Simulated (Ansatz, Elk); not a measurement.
# How far do independent atoms describe Zn2Si3Ni?

Structure refinements treat a crystal as free atoms side by side. For a made-up structure of Zn2Si3Ni (cell and positions from a PBE relaxation) the runs below show what the calculated density changes in F(hkl).

Method: DFT, PBE, all-electron APW+lo, Dirac cores, scalar-relativistic bands, static density, no spin, in Elk 11.2.3 (patched build).

This account leaves out most program logs.

The structure was built from a prototype and need not be the compound's stable phase.

## Step 1: Set-up

It takes space group P-6m2 (No. 187, hexagonal). Conventional cell: a = 4.088 Å, b = 4.088 Å, c = 6.099 Å, α = 90.00°, β = 90.00°, γ = 120.00°. Zn has 1 Zn at 2.66 Å and 3 Ni at 2.71 Å and 9 Si at 2.71 to 2.92 Å nearest. Nearest to Ni lie 3 Si at 2.36 Å and 6 Zn at 2.71 Å. Nearest to Si lie 3 Si at 2.36 Å and 6 Zn at 2.92 Å. Si has 3 Ni at 2.36 Å and 6 Zn at 2.71 Å nearest. Nearest to Si lie 3 Si at 2.36 Å and 6 Zn at 2.92 Å. Farther neighbours are not listed.

Coordinates:

```cif
data_structure
_symmetry_space_group_name_H-M 'P 1'
_symmetry_Int_Tables_number 1
_cell_length_a 4.0876
_cell_length_b 4.0876
_cell_length_c 6.0990
_cell_angle_alpha 90.000
_cell_angle_beta 90.000
_cell_angle_gamma 120.000
_cell_volume 88.25
loop_
_atom_site_label
_atom_site_type_symbol
_atom_site_fract_x
_atom_site_fract_y
_atom_site_fract_z
_atom_site_occupancy
Zn1 Zn 0.33333 0.66667 0.78181 1
Zn2 Zn 0.33333 0.66667 0.21819 1
Ni3 Ni 0.66667 0.33333 0.00000 1
Si4 Si 0.00000 0.00000 0.50000 1
Si5 Si 0.00000 0.00000 0.00000 1
Si6 Si 0.66667 0.33333 0.50000 1
```

## Step 2: Ground state and structure factors

An all-electron density is needed, since X-rays see the cores too. Task 0 finds the density and task 195 Fourier-transforms it; tshift is off so that phases refer to the origin typed.

Contents of elk.in:

```
tasks
  0
  195

xctype
  20

spinpol
  .false.

rgkmax
  7.0

gmaxvr
  14.0

lmaxo
  7

lmaxapw
  8

swidth
  0.002

tshift
  .false.

ramdisk
  .false.

hmaxvr
  5.5

maxscl
  120

epspot
  1e-06

sppath
  './'

avec
  7.72452257285 0.00000000000 0.00000000000
  -3.86226128642 6.68963278019 0.00000000000
  0.00000000000 0.00000000000 11.52541072412

atoms
  3
  'Zn.in'
  2
  0.3333333333 0.6666666667 0.7818060405   0.000000 0.000000 0.000000
  0.3333333333 0.6666666667 0.2181939595   0.000000 0.000000 0.000000
  'Ni.in'
  1
  0.6666666667 0.3333333333 0.0000000000   0.000000 0.000000 0.000000
  'Si.in'
  3
  0.0000000000 0.0000000000 0.5000000000   0.000000 0.000000 0.000000
  -0.0000000000 -0.0000000000 0.0000000000   0.000000 0.000000 0.000000
  0.6666666667 0.3333333333 0.5000000000   0.000000 0.000000 0.000000

ngridk
  6 6 4
```

Launch:

```
$ OMP_NUM_THREADS=4 elk
```

Wall time 38 s (4 threads of AMD EPYC 7B13 (Zen 3), shared host); peak memory 0.21 GiB; 1.9 min of CPU time.

SFACRHO.OUT:

```text

h k l indices transformed by vhmat matrix:
   1.000000000       0.000000000       0.000000000    
   0.000000000       1.000000000       0.000000000    
   0.000000000       0.000000000       1.000000000    

      h      k      l  multipl.   |H|            Re(F)            Im(F)           |F|

      0      0      0      1   0.0000000       130.00000      0.15173599E-16   130.00000    
      0      0     -1      2  0.54515934       25.261651     -0.27446232E-14   25.261651    
      1      0      0      3  0.93924218      -21.983862       14.788462       26.495071    
      0      1      0      3  0.93924218      -21.983862      -14.788462       26.495071    
     -1      1     -1      6   1.0859901      -11.667069      -2.6030755       11.953932    
      1     -1     -1      6   1.0859901      -11.667069       2.6030755       11.953932    
      0      0      2      2   1.0903187       8.3512799     -0.13389820E-13   8.3512799    
      0     -1     -2      6   1.4390868       24.946037      -64.331712       68.999086    
     -1      0     -2      6   1.4390868       24.946037       64.331712       68.999086    
     -1      2      0      6   1.6268152       91.890055      0.98715519E-08   91.890055    
      0      0     -3      2   1.6354780      -13.840491     -0.58082626E-13   13.840491    
     -2      1      1     12   1.7157291       20.071593     -0.16507006E-08   20.071593    
     -2      2      0      3   1.8784844      -18.354712      -12.992777       22.487946    
     -2      0      0      3   1.8784844      -18.354712       12.992777       22.487946    
      1     -1      3      6   1.8859916       6.5832485       29.901645       30.617765    
      1      0     -3      6   1.8859916       6.5832485      -29.901645       30.617765    
      2     -2      1      6   1.9559914      -9.3873194      -2.1154946       9.6227378    
     -2      2     -1      6   1.9559914      -9.3873194       2.1154946       9.6227378
```

Elk indexes on the primitive cell of elk.in and gives |H| = 4π sin θ/λ in inverse bohr. Below, one row stands for each form hkl of the conventional cell (m members, Friedel mates merged), F is for one primitive cell and the density is static (no thermal factor). Free-atom factors are Waasmaier and Kirfel's, and R is Σm||F|−|F'||/Σm|F|.

| hkl | m | sin θ/λ (Å⁻¹) | abs F, DFT | neutral atoms | diff. | abs of complex diff. |
| --- | --- | --- | --- | --- | --- | --- |
| 001 | 2 | 0.082 | 25.262 | 25.119 | +0.142 | 0.142 |
| 100 | 6 | 0.141 | 26.495 | 26.845 | -0.350 | 0.467 |
| 101 | 12 | 0.163 | 11.954 | 11.862 | +0.092 | 0.146 |
| 002 | 2 | 0.164 | 8.351 | 7.584 | +0.768 | 0.768 |
| 102 | 12 | 0.216 | 68.999 | 69.304 | -0.305 | 0.309 |
| 110 | 6 | 0.245 | 91.890 | 92.747 | -0.857 | 0.857 |
| 003 | 2 | 0.246 | 13.841 | 13.917 | -0.077 | 0.077 |
| 111 | 12 | 0.258 | 20.072 | 20.189 | -0.117 | 0.117 |
| 200 | 6 | 0.282 | 22.488 | 22.446 | +0.042 | 0.046 |
| 103 | 12 | 0.284 | 30.618 | 30.909 | -0.291 | 0.294 |
| 201 | 12 | 0.294 | 9.623 | 9.660 | -0.037 | 0.151 |
| 112 | 12 | 0.294 | 5.226 | 5.218 | +0.008 | 0.008 |
| 202 | 12 | 0.327 | 57.490 | 57.959 | -0.469 | 0.470 |
| 004 | 2 | 0.328 | 68.984 | 69.121 | -0.136 | 0.136 |
| 113 | 12 | 0.347 | 12.080 | 12.141 | -0.061 | 0.061 |
| 104 | 12 | 0.357 | 10.051 | 10.200 | -0.149 | 0.158 |
| 210 | 12 | 0.374 | 18.651 | 18.781 | -0.130 | 0.143 |
| 203 | 12 | 0.374 | 26.082 | 26.150 | -0.068 | 0.073 |

## Step 3: The highest occupied states alone

An energy window below the Fermi level keeps the highest occupied states, to see at which angles they scatter; shallow core shells can lie inside it and anion s states outside. No new self-consistency is needed.

elk.in: that of step 2 with these lines changed.

```diff
@@ -1,3 +1,2 @@
 tasks
-  0
   195
@@ -40,2 +39,5 @@
 
+wsfac
+  -0.078600 0.588890
+
 sppath
```

Launch:

```
$ OMP_NUM_THREADS=4 elk
```

Run time: 8.4 s. Hardware: 4 threads; peak memory 0.16 GiB.

States within 10 eV below the Fermi level hold 43.74 electrons; any levels below the window count with the cores, and a count that is not whole means the window cuts a band. Their amplitudes can exceed the total, where window and core parts have opposite phase:

| hkl | sin θ/λ (Å⁻¹) | abs F, window | abs F, all |
| --- | --- | --- | --- |
| 001 | 0.082 | 11.122 | 25.262 |
| 100 | 0.141 | 13.478 | 26.495 |
| 101 | 0.163 | 5.033 | 11.954 |
| 002 | 0.164 | 5.926 | 8.351 |
| 102 | 0.216 | 16.830 | 68.999 |
| 110 | 0.245 | 17.786 | 91.890 |
| 003 | 0.246 | 2.563 | 13.841 |
| 111 | 0.258 | 7.015 | 20.072 |
| 200 | 0.282 | 10.362 | 22.488 |
| 103 | 0.284 | 9.231 | 30.618 |

## Step 4: Another functional

The difference from free atoms is small, so it is set against the change that LDA (Perdew-Wang) makes.

elk.in: that of step 3 with these lines changed.

```diff
@@ -1,2 +1,3 @@
 tasks
+  0
   195
@@ -4,3 +5,3 @@
 xctype
-  20
+  3
 
@@ -39,5 +40,2 @@
 
-wsfac
-  -0.078600 0.588890
-
 sppath
```

Launch:

```
$ OMP_NUM_THREADS=4 elk
```

Elapsed: 23 s, on 4 threads; peak memory 0.16 GiB; 71 s of CPU time.

Against the first run R = 0.09 %; the largest change is -0.086 at 300.

## Step 5: A coarser k-mesh

About half the k-points along each axis test the sampling.

elk.in: that of step 4 with these lines changed.

```diff
@@ -5,3 +5,3 @@
 xctype
-  3
+  20
 
@@ -64,2 +64,2 @@
 ngridk
-  6 6 4
+  3 3 2
```

Launch:

```
$ OMP_NUM_THREADS=4 elk
```

Wall time 20 s (4 threads); peak memory 0.19 GiB; 44 s of CPU time.

Against the first run R = 0.05 %; the largest change is -0.079 at 001.

## Step 6: Settings against the effect

| run | R against the first run (%) | R against neutral atoms, low angle (%) | wall time |
| --- | --- | --- | --- |
| PBE, rgkmax 7 | 0.00 | 0.73 | 38 s |
| LDA (Perdew-Wang) | 0.09 | 0.75 | 23 s |
| k-mesh 3×3×2 | 0.05 | 0.71 | 20 s |

## Step 7: Summary of results

* R against neutral atoms, sin θ/λ < 0.3 Å⁻¹: 0.73 %
* R against neutral atoms, 0.3 to 0.83 Å⁻¹: 0.26 %

What this shows: Independent neutral atoms miss the calculated amplitudes by R = 0.73 % below 0.3 Å⁻¹ and 0.26 % from there to 0.83 Å⁻¹; by shells, 1.14 % below 0.15 Å⁻¹ (2 forms), 0.69 % 0.15 to 0.3 (10 forms), 0.30 % 0.3 to 0.45 (15 forms), 0.25 % above 0.45 (91 forms). Bonding, aspherical density and the tables' own atoms all enter these figures, and the runs don't part them. The largest change of an amplitude is -0.86 electrons, at 110. R counts amplitudes alone; phases shift too. The window's part falls from 43.7 electrons at the origin to at most 7.14 between 0.45 and 0.83 Å⁻¹, where compact states inside the window still scatter. Below 0.3 Å⁻¹ the changes that finished (LDA (Perdew-Wang) and k-mesh 3×3×2) move F by R = 0.06 % at most, against the 0.73 % that separates it from free atoms. The basis has no finished test. These runs have no spin, though d or f shells may be open. Part of the difference isn't bonding: the tables are fits to free atoms and ions calculated by other methods than this functional. Thermal motion, anomalous dispersion and extinction are left out.

[Logs are printed without paths, hosts, clocks, repeated set-up lines and the standing remarks that a program may print on its own settings, such as how far it seeks lower states.]

[Hosts, paths, dates, database ids (printed as entryN), source tags and the programs' standing remarks are cut or masked in the printed files.]
